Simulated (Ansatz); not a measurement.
Rows from a G0W0 calculation on CsPbBr3 (Pm-3m) (Ansatz 0.2.0; G0W0 on PBE, plane waves, PAW; PAW set soft_1; 4×4×4 mesh, 1018 empty bands, screening to 170 eV, PAW set soft_1 files), in eV. Spin-orbit coupling is left out.

| row | k | band | start | Σx | Σc at the solution | Vxc |
| --- | --- | --- | --- | --- | --- | --- |
| A | (-0.500, -0.500, -0.500) | v1 | 3.886 | -19.197 | 0.551 | -17.761 |
| B | (-0.500, -0.500, -0.500) | v2 | 2.194 | -19.571 | 2.521 | -15.774 |
| C | (-0.500, -0.500, -0.500) | c1 | 5.418 | -8.133 | -3.328 | -11.699 |

Q: Work out each quasiparticle level and how far it moved.

The quasiparticle equation reads E = start + Σx + Σc(E) − Vxc.

| row | E (eV) | shift (eV) |
| --- | --- | --- |
| A | 3.002 | −0.885 |
| B | 0.918 | −1.276 |
| C | 5.657 | +0.238 |

The gap over the computed points goes from 1.53 eV to 2.66 eV.

Limits: not at the basis limit; no spin-orbit coupling.

[Runs of the session that timed out or met a known fault of the program may be left out.]

[Cells called generated may have been cut or substituted from an entry of the Crystallography Open Database or the Materials Project.]

[Hosts, paths, dates, database ids (printed as entryN), source tags and the programs' standing remarks are cut or masked in the printed files.]
